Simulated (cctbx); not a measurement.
## What is wrong with this refinement?

Cell a = 5.2430 Å, b = 8.5920 Å, c = 8.9730 Å, α = 90.00°, β = 90.00°, γ = 90.00°; space group Imm2 (no. 44).

The data are simulated with cctbx, not measured: Cu Kα, λ = 1.54184 Å, to d = 0.8 Å, 70 % of the full sphere, strongest reflection 70000 counts, noise from counting, a 6 % proportional error and a noise floor of 15 counts (s.d.); no absorption.

An anisotropic refinement with weights 1/σ² prints:

```text
Rint 0.043, 479 unique reflections to 0.80 A
cycle     R1     wR2    GooF  max shift (A)
   1  0.2437  0.5348  11.711   0.01515
   3  0.0773  0.2332   5.107   0.00002
final R1 0.0773 wR2 0.2332 GooF 5.107  parameters 41  data/parameter 11.7
atom        x        y        z      Ueq    occ   su(xyz)  su(Uiso or U11)
Pr1    0.00000  0.00000  0.99927   0.0011  1.000  0.00029  0.0012
In1    0.00000  0.69991  0.51470   0.0319  1.000  0.00053  0.0021
Ga1    0.50000  0.00000  0.77084   0.0023  1.000  0.00077  0.0032  NPD
Ga2    0.50000  0.15763  0.48932   0.0060  1.000  0.00068  0.0018
Ga3    0.00000  0.00000  0.33818   0.0036  1.000  0.00077  0.0031
Ga4    0.00000  0.00000  0.66485   0.0033  1.000  0.00076  0.0035
Cu1    0.50000  0.00000  0.22274   0.0012  1.000  0.00084  0.0040  NPD
Cu2    0.75476  0.75858  0.26005   0.0037  1.000  0.00086  0.0019  NPD
difference map: max 9.84 min -6.12 rms 1.27
Q1    0.0000  0.0000  0.9906    2    9.99  0.08 A from Pr1
Q2    0.0000  0.0000  0.6833    2    7.76  0.17 A from Ga4
Q3    0.0000  0.0000  0.3234    2    7.44  0.13 A from Ga3
Q4    0.0000  0.3281  0.9768    4    7.38  0.17 A from Ga2
Q5    0.0000  0.5000  0.2588    2    6.46  0.11 A from Ga1
Q6    0.0000  0.5000  0.7430    2    5.90  0.18 A from Cu1
```

**Question.** Can this result stand? If not, what is the likely fault?

Mend it. The fault: wrong element: In1 is Ga. Against the right model at the same level, R1 goes from 0.0176 to 0.0773 and GooF from 0.96 to 5.11, U of Pr1 shrinks from 0.0097 to 0.0011 Å², U of Cu2 shrinks from 0.0124 to 0.0037 Å², U of In1 swells from 0.0099 to 0.0319 Å², U of Ga2 shrinks from 0.0130 to 0.0060 Å², the top difference peak, 10.0 e/Å³, lies on Pr1, a hole of -6.1 e/Å³ opens and Ga1, Cu1 and Cu2 go non-positive-definite. In1 has 18 electrons too many and its U swells to shed them, as expected.

The compound is PrGa7Cu5. The right model at the same level gives:

```text
Rint 0.043, 479 unique reflections to 0.80 A
cycle     R1     wR2    GooF  max shift (A)
   1  0.0177  0.0444   0.973   0.00067
   2  0.0176  0.0437   0.958   0.00000
final R1 0.0176 wR2 0.0437 GooF 0.958  parameters 41  data/parameter 11.7
atom        x        y        z      Ueq    occ   su(xyz)  su(Uiso or U11)
Pr1    0.00000  0.00000  0.99939   0.0097  1.000  0.00005  0.0002
Ga1    0.00000  0.70043  0.51475   0.0099  1.000  0.00011  0.0004
Ga2    0.50000  0.00000  0.77094   0.0119  1.000  0.00014  0.0006
Ga3    0.50000  0.15873  0.48794   0.0130  1.000  0.00013  0.0003
Ga4    0.00000  0.00000  0.33807   0.0121  1.000  0.00014  0.0006
Ga5    0.00000  0.00000  0.66577   0.0125  1.000  0.00014  0.0006
Cu1    0.50000  0.00000  0.22329   0.0109  1.000  0.00015  0.0007
Cu2    0.75498  0.75809  0.25940   0.0124  1.000  0.00016  0.0004
Flack x: -0.003(3)
Hooft y: -0.007(6)  Bijvoet pairs: 215
difference map: max 0.67 min -0.70 rms 0.16
Q1    0.0000  0.1281  0.2554    4    0.68  1.33 A from Ga4
Q2    0.0000  0.0000  0.1772    2    0.62  1.44 A from Ga4
Q3    0.0000  0.0000  0.6011    2    0.61  0.58 A from Ga5
Q4    0.0000  0.0000  0.3934    2    0.59  0.50 A from Ga4
Q5    0.0000  0.5000  0.0953    2    0.58  1.58 A from Ga2
Q6    0.0000  0.5000  0.8946    2    0.53  1.54 A from Cu1
```

This is a model crystal, built by substitution and not relaxed, with assumed displacement parameters.

[Middle refinement cycles are left out of these outputs.]

[Logs are printed without paths, hosts, clocks, repeated set-up lines and the standing remarks that a program may print on its own settings, such as how far it seeks lower states.]
